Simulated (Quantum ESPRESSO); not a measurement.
**Projected density of states of magnetic MnI2**

Wanted: the exchange-split electronic structure of MnI2.

Method: LDA with U = 5 eV on Mn d (ortho-atomic projectors); plane waves with GBRV 1.5 LDA potentials, no spin-orbit coupling, in Quantum ESPRESSO 7.5.

The database entry behind the starting cell has ideal inner coordinates that were not refined, so it need not match the best structure at ambient conditions.

## 1. The starting structure

Symmetry: P-3m1, No. 164, trigonal system. The conventional cell has a = 4.160 Å, b = 4.160 Å, c = 6.820 Å, α = 90.00°, β = 90.00°, γ = 120.00°. Nearest to Mn lie 6 I at 2.95 Å. Nearest to I lie 3 Mn at 2.95 Å. Farther neighbours and most contacts between anions are not listed.

The cell comes from the Crystallography Open Database.

## 2. Ground-state run

This state came out lowest in a comparison of starts that is told elsewhere.

pw.in reads:

```
&CONTROL
  calculation = 'scf'
  prefix = 'pwscf'
  outdir = './tmp'
  pseudo_dir = './pseudo'
  disk_io = 'low'
/
&SYSTEM
  ibrav = 0
  celldm(1) = 8
  nat = 3
  ntyp = 2
  ecutwfc = 40
  ecutrho = 280
  nbnd = 28
  occupations = 'smearing'
  smearing = 'fd'
  degauss = 0.00367493
  nspin = 2
  starting_magnetization(1) = 0.3
  starting_magnetization(2) = 0
/
&ELECTRONS
  conv_thr = 6d-09
  electron_maxstep = 150
  mixing_beta = 0.3
/
ATOMIC_SPECIES
Mn     54.9380 mn_lda_v1.5.uspp.F.UPF
I     126.9045 i_lda_v1.uspp.F.UPF
CELL_PARAMETERS alat
   0.9826575848054    0.0000000000000    0.0000000000000
  -0.4913287924027    0.8510064316527    0.0000000000000
   0.0000000000000    0.0000000000000    1.6109915212435
ATOMIC_POSITIONS crystal
Mn      0.0000000000    0.0000000000    0.0000000000
I       0.3333333333    0.6666666667    0.2500000000
I       0.6666666667    0.3333333333    0.7500000000
K_POINTS automatic
6 6 6 0 0 0
HUBBARD {ortho-atomic}
U Mn-3d 5.0000
```

Launch:

```sh
$ OMP_NUM_THREADS=1 mpirun -n 2 pw.x -nk 2 -in pw.in > pw.out
```

Output:

```text
Program PWSCF v.7.5 starts

     Message from routine setup:
     using ibrav=0 with symmetry is DISCOURAGED, use correct ibrav instead

     K-points division:     npool     =       2
     Subspace diagonalization in iterative solution of the eigenvalue problem:

     bravais-lattice index     =            0
     lattice parameter (alat)  =       8.0000  a.u.
     unit-cell volume          =     689.7604 (a.u.)^3
     number of atoms/cell      =            3
     number of atomic types    =            2
     number of electrons       =        29.00
     number of Kohn-Sham states=           28
     kinetic-energy cutoff     =      40.0000  Ry
     charge density cutoff     =     280.0000  Ry
     scf convergence threshold =      6.0E-09
     mixing beta               =       0.3000
     number of iterations used =            8  plain     mixing
     Exchange-correlation= SLA  PZ   NOGX NOGC
                           (   1   1   0   0   0   0   0)
     Hubbard projectors: ortho-atomic
     Hubbard parameters of DFT+U (Dudarev formulation) in eV:
     U(Mn-3d) =  5.0000

     Internal variables: lda_plus_u =T, lda_plus_u_kind = 0

     Internal variables: orbital_resolved =F, hub_pot_fix =F, apply_U = F

     celldm(1)=   8.000000  celldm(2)=   0.000000  celldm(3)=   0.000000
     celldm(4)=   0.000000  celldm(5)=   0.000000  celldm(6)=   0.000000

     crystal axes: (cart. coord. in units of alat)
               a(1) = (   0.982658   0.000000   0.000000 )
               a(2) = (  -0.491329   0.851006   0.000000 )
               a(3) = (   0.000000   0.000000   1.610992 )

     reciprocal axes: (cart. coord. in units 2 pi/alat)
               b(1) = (  1.017648  0.587540 -0.000000 )
               b(2) = (  0.000000  1.175079  0.000000 )
               b(3) = (  0.000000 -0.000000  0.620736 )

     PseudoPot. # 1 for Mn read from file:
     mn_lda_v1.5.uspp.F.UPF
     Pseudo is Ultrasoft + core correction, Zval = 15.0

     PseudoPot. # 2 for I  read from file:
     i_lda_v1.uspp.F.UPF
     Pseudo is Ultrasoft + core correction, Zval =  7.0

     atomic species   valence    mass     pseudopotential
     Mn               15.00    54.93800     Mn( 1.00)
     I                 7.00   126.90450     I ( 1.00)

     Starting magnetic structure
     atomic species   magnetization
     Mn              0.300
     I               0.000

     12 Sym. Ops., with inversion, found

   Cartesian axes

     site n.     atom                  positions (alat units)
         1        Mn     tau(   1) = (   0.0000000   0.0000000   0.0000000  )
         2        I      tau(   2) = (  -0.0000000   0.5673376   0.4027479  )
         3        I      tau(   3) = (   0.4913288   0.2836688   1.2082436  )

     number of k points=    34  Fermi-Dirac smearing, width (Ry)=  0.0037
                       cart. coord. in units 2pi/alat
        k(    1) = (   0.0000000   0.0000000   0.0000000), wk =   0.0046296
        k(    2) = (   0.0000000   0.0000000   0.1034560), wk =   0.0092593
        k(    3) = (   0.0000000   0.0000000   0.2069119), wk =   0.0092593
        k(    4) = (   0.0000000   0.0000000  -0.3103679), wk =   0.0046296
        k(    5) = (   0.0000000   0.1958465   0.0000000), wk =   0.0277778
        [... 29 further k-points ...]

     Dense  grid:    54465 G-vectors     FFT dimensions: (  45,  45,  72)

     Smooth grid:    23619 G-vectors     FFT dimensions: (  32,  32,  54)

     Check: negative core charge=   -0.000014
     Generating pointlists ...
     new r_m :   0.2870 (alat units)  2.2960 (a.u.) for type    1
     new r_m :   0.2870 (alat units)  2.2960 (a.u.) for type    2

     Initial potential from superposition of free atoms

     starting charge      28.4997, renormalised to      29.0000

     STARTING HUBBARD OCCUPATIONS:

     =================== HUBBARD OCCUPATIONS ===================
     ------------------------ ATOM    1 ------------------------
     Tr[ns(  1)] (up, down, total) =   5.00000  0.00000  5.00000
     Atomic magnetic moment for atom   1 =   5.00000
     [... lines left out ...]
     Number of occupied Hubbard levels =    5.0000

     Atomic wfc used for Hubbard projectors are orthogonalized

     Starting wfcs are   21 randomized atomic wfcs +    7 random wfcs

     Self-consistent Calculation

     iteration #  1     ecut=    40.00 Ry     beta= 0.30
     Davidson diagonalization with overlap
     ethr =  1.00E-02,  avg # of iterations =  6.4

     =================== HUBBARD OCCUPATIONS ===================
     ------------------------ ATOM    1 ------------------------
     Tr[ns(  1)] (up, down, total) =   4.96145  0.13777  5.09922
     Atomic magnetic moment for atom   1 =   4.82368
     [... lines left out ...]
     Number of occupied Hubbard levels =    5.0992

     Threshold (ethr) on eigenvalues was too large:
     Diagonalizing with lowered threshold

     Davidson diagonalization with overlap
     ethr =  6.64E-04,  avg # of iterations =  1.5

     total energy              =    -340.51793044 Ry
     estimated scf accuracy    <       0.20371862 Ry

     total magnetization       =     5.00 Bohr mag/cell
     absolute magnetization    =     5.00 Bohr mag/cell

     iteration #  2     ecut=    40.00 Ry     beta= 0.30
     Davidson diagonalization with overlap
     ethr =  7.02E-04,  avg # of iterations =  2.6

     total energy              =    -340.54945751 Ry
     estimated scf accuracy    <       0.02379200 Ry

     total magnetization       =     5.00 Bohr mag/cell
     absolute magnetization    =     5.00 Bohr mag/cell

     [... further iterations left out ...]

     iteration #  9     ecut=    40.00 Ry     beta= 0.30
     Davidson diagonalization with overlap
     ethr =  6.18E-10,  avg # of iterations =  2.0

     negative rho (up, down):  0.000E+00 4.931E-04

     total energy              =    -340.55488877 Ry
     estimated scf accuracy    <       0.00000002 Ry

     total magnetization       =     5.00 Bohr mag/cell
     absolute magnetization    =     5.00 Bohr mag/cell

     iteration # 10     ecut=    40.00 Ry     beta= 0.30
     Davidson diagonalization with overlap
     ethr =  6.68E-11,  avg # of iterations =  3.2

     negative rho (up, down):  0.000E+00 4.928E-04

     Magnetic moment per site  (integrated on atomic sphere of radius R)
     atom   1 (R=0.287)  charge= 13.5403  magn=  4.6550
     atom   2 (R=0.287)  charge=  4.7303  magn=  0.0394
     atom   3 (R=0.287)  charge=  4.7303  magn=  0.0394

     End of self-consistent calculation

     =================== HUBBARD OCCUPATIONS ===================
     ------------------------ ATOM    1 ------------------------
     Tr[ns(  1)] (up, down, total) =   4.99175  0.23150  5.22325
     Atomic magnetic moment for atom   1 =   4.76024
     [... lines left out ...]
     Number of occupied Hubbard levels =    5.2232

     [... lines left out ...]
     the Fermi energy is     5.6866 ev

!    total energy              =    -340.55488877 Ry
     estimated scf accuracy    <          3.4E-09 Ry
     smearing contrib. (-TS)   =      -0.00000000 Ry
     internal energy E=F+TS    =    -340.55488877 Ry

     The total energy is F=E-TS. E is the sum of the following terms:
     one-electron contribution =    -204.61984800 Ry
     hartree contribution      =     110.04547183 Ry
     xc contribution           =    -121.18593746 Ry
     ewald contribution        =    -124.83529634 Ry
     Hubbard energy            =       0.04072119 Ry

     total magnetization       =     5.00 Bohr mag/cell
     absolute magnetization    =     5.00 Bohr mag/cell

     convergence has been achieved in  10 iterations

=------------------------------------------------------------------------------=
   JOB DONE.
=------------------------------------------------------------------------------=
```

Elapsed: 39 s, on 2 MPI ranks of Arm Neoverse V2, shared host; peak memory 0.43 GiB.

Spin moment in the atom's sphere by atom:

```tsv
atom	spin moment in the atom's sphere (μB)
Mn1	4.66
I2	0.04
I3	0.04
```

Read from the output:

```
smearing term TS       : 5.49e-13 eV
magnetization          : 5 μB
absolute magnetization : 5 μB
final state            : ferromagnetic
```

## 3. Projected density of states

projwfc.in reads:

```
&PROJWFC
  prefix = 'pwscf'
  outdir = './tmp'
  filpdos = 'pdos'
  ngauss = 0
  degauss = 0.01
  DeltaE = 0.05
  Emin = -3.31
  Emax = 10.69
/
```

Launch:

```sh
$ OMP_NUM_THREADS=1 mpirun -n 2 projwfc.x -nk 2 -in projwfc.in > projwfc.out
```

Output:

```text
[banner, memory and clock lines left out]
Program PROJWFC v.7.5 starts

     [... lines left out ...]
     IMPORTANT: XC functional enforced from input :
     Exchange-correlation= PZ
                           (   1   1   0   0   0   0   0)
     Any further DFT definition will be discarded
     Please, verify this is what you really want

     G-vector sticks info

     Check: negative core charge=   -0.000014

     negative rho (up, down):  0.000E+00 4.928E-04

     Gaussian broadening (read from input): ngauss,degauss=   0    0.010000

     Calling projwave ....

  Problem Sizes
  natomwfc =           21
  nbnd     =           28
  nkstot   =           68
  npwx     =         2974
  nkb      =           54

     Atomic states used for projection
     (read from pseudopotential files):

     state #   1: atom   1 (Mn ), wfc  1 (l=0 m= 1)
     state #   2: atom   1 (Mn ), wfc  2 (l=1 m= 1)
     state #   3: atom   1 (Mn ), wfc  2 (l=1 m= 2)
     state #   4: atom   1 (Mn ), wfc  2 (l=1 m= 3)
     state #   5: atom   1 (Mn ), wfc  3 (l=0 m= 1)
     state #   6: atom   1 (Mn ), wfc  4 (l=2 m= 1)
     state #   7: atom   1 (Mn ), wfc  4 (l=2 m= 2)
     state #   8: atom   1 (Mn ), wfc  4 (l=2 m= 3)
     state #   9: atom   1 (Mn ), wfc  4 (l=2 m= 4)
     state #  10: atom   1 (Mn ), wfc  4 (l=2 m= 5)
     state #  11: atom   1 (Mn ), wfc  5 (l=1 m= 1)
     state #  12: atom   1 (Mn ), wfc  5 (l=1 m= 2)
     state #  13: atom   1 (Mn ), wfc  5 (l=1 m= 3)
     state #  14: atom   2 (I  ), wfc  1 (l=0 m= 1)
     state #  15: atom   2 (I  ), wfc  2 (l=1 m= 1)
     state #  16: atom   2 (I  ), wfc  2 (l=1 m= 2)
     state #  17: atom   2 (I  ), wfc  2 (l=1 m= 3)
     state #  18: atom   3 (I  ), wfc  1 (l=0 m= 1)
     state #  19: atom   3 (I  ), wfc  2 (l=1 m= 1)
     state #  20: atom   3 (I  ), wfc  2 (l=1 m= 2)
     state #  21: atom   3 (I  ), wfc  2 (l=1 m= 3)

 [... projections of the bands left out ...]

Lowdin Charges:

     Atom #   1: total charge =  15.2333, s =  2.6414, p =  7.3687, d =  5.2232,
                 spin up      =  10.0646, s =  1.3569,
                 spin up      =  10.0646, p =  3.7159, pz=  1.2493, px=  1.2333, py=  1.2333,
                 spin up      =  10.0646, d =  4.9917, dz2=  0.9986, dxz=  0.9983, dyz=  0.9983, dx2-y2=  0.9983, dxy=  0.9983,
                 spin down    =   5.1687, s =  1.2844,
                 spin down    =   5.1687, p =  3.6528, pz=  1.2282, px=  1.2123, py=  1.2123,
                 spin down    =   5.1687, d =  0.2315, dz2=  0.0150, dxz=  0.0677, dyz=  0.0677, dx2-y2=  0.0405, dxy=  0.0405,
                 polarization =   4.8959, s =  0.0725, p =  0.0632, d =  4.7602,
     Atom #   2: total charge =   6.8560, s =  1.7916, p =  5.0644, d =  0.0000,
                 spin up      =   3.4526, s =  0.8990,
                 spin up      =   3.4526, p =  2.5536, pz=  0.8773, px=  0.8381, py=  0.8381,
                 spin up      =   3.4526, d =  0.0000, dz2=  0.0000, dxz=  0.0000, dyz=  0.0000, dx2-y2=  0.0000, dxy=  0.0000,
                 spin down    =   3.4035, s =  0.8926,
                 spin down    =   3.4035, p =  2.5108, pz=  0.8610, px=  0.8249, py=  0.8249,
                 spin down    =   3.4035, d =  0.0000, dz2=  0.0000, dxz=  0.0000, dyz=  0.0000, dx2-y2=  0.0000, dxy=  0.0000,
                 polarization =   0.0491, s =  0.0064, p =  0.0427, d =  0.0000,
     Atom #   3: total charge =   6.8560, s =  1.7916, p =  5.0644, d =  0.0000,
                 spin up      =   3.4526, s =  0.8990,
                 spin up      =   3.4526, p =  2.5536, pz=  0.8773, px=  0.8381, py=  0.8381,
                 spin up      =   3.4526, d =  0.0000, dz2=  0.0000, dxz=  0.0000, dyz=  0.0000, dx2-y2=  0.0000, dxy=  0.0000,
                 spin down    =   3.4035, s =  0.8926,
                 spin down    =   3.4035, p =  2.5108, pz=  0.8610, px=  0.8249, py=  0.8249,
                 spin down    =   3.4035, d =  0.0000, dz2=  0.0000, dxz=  0.0000, dyz=  0.0000, dx2-y2=  0.0000, dxy=  0.0000,
                 polarization =   0.0491, s =  0.0064, p =  0.0427, d =  0.0000,
     Spilling Parameter:   0.0019
```

Elapsed: 1.5 s, on 2 MPI ranks; peak memory 0.13 GiB.

The density of states has structure finer than the step of the table below, so its rows give means over 0.5 eV, whole bins alone (the curve runs from -9.00 to 5.05 eV). Peaks (eV: height): up -6.80: 9.59, -5.15: 2.44, -2.25: 2.52, 1.95: 1.25; down -4.70: 1.95, -2.55: 3.72, 2.15: 7.28, 4.00: 1.48; Mn1 d up -6.80: 9.11; Mn1 d down 2.15: 6.32; I2 p up -5.15: 0.733, -3.75: 0.758, -2.25: 1.11, -1.90: 1.14.

Gaussian broadening of 0.136 eV on the SCF mesh. Table of density of states by energy, zero at the Fermi level; means over each step; values in states/eV/cell:

```tsv
energy (eV)	up	down	Mn1 d up	Mn1 d down	I2 p up	I2 p down
-8.0	0	0	0	0	0	0
-7.5	0.0991	0	0.0895	0	0.00411	0
-7.0	7.51	0	6.94	0	0.223	0
-6.5	2.39	0	2.30	0	0.0297	0
-6.0	3.1e-5	0	3.0e-5	0	0	0
-5.5	0.322	0.164	0.0355	0.00223	0.0950	0.0625
-5.0	1.71	1.51	0.127	0.0144	0.525	0.555
-4.5	0.991	1.47	0.0483	0.0172	0.340	0.546
-4.0	0.958	0.956	0.0399	0.0215	0.362	0.386
-3.5	1.55	1.69	0.0441	0.0390	0.633	0.715
-3.0	1.46	2.46	0.0285	0.113	0.617	1.07
-2.5	1.60	2.92	0.0717	0.209	0.699	1.30
-2.0	2.34	0.789	0.125	0.0266	1.07	0.366
-1.5	1.06	0.0360	0.0593	1.8e-4	0.495	0.0172
-1.0	0.00273	0	1.5e-4	0	0.00128	0
-0.5	0	0	0	0	0	0
0.0	0	0	0	0	0	0
0.5	0	0	0	0	0	0
1.0	0.0315	0.0158	5.8e-5	0.0105	0.00413	1.3e-4
1.5	0.373	0.825	7.4e-4	0.638	0.0514	0.00515
2.0	0.940	5.30	0.00136	4.48	0.140	0.107
2.5	0.660	4.13	6.8e-4	3.53	0.0986	0.148
3.0	0.180	1.30	9.9e-5	0.302	0.0105	0.127
3.5	0.879	0.625	5.6e-4	0.0440	0.0506	0.0656
4.0	0.970	0.913	8.7e-4	0.0463	0.0692	0.0505
4.5	1.49	0.904	0.00103	0.0372	0.0784	0.0576
```

## 4. Results

* state: ferromagnetic
* largest moment in a sphere: 4.66 μB

**Reading.** The most distinct maxima of the density of states (up) lie at -6.80, -5.15, -2.25 and 1.95 eV, the highest at -6.80 eV. These are Kohn–Sham states without spin–orbit coupling, on the mesh of the self-consistent run.

[Logs and program files are shortened in this print: banners, set-up blocks, solver, clock and traceback lines can be left out without a mark of their own.]

[Logs are printed without paths, hosts, clocks, repeated set-up lines and the standing remarks that a program may print on its own settings, such as how far it seeks lower states.]

[Hosts, paths, dates, database ids (printed as entryN), source tags and the programs' standing remarks are cut or masked in the printed files.]

[Where a cell is said to come from a database of computed structures, the database is the Materials Project.]
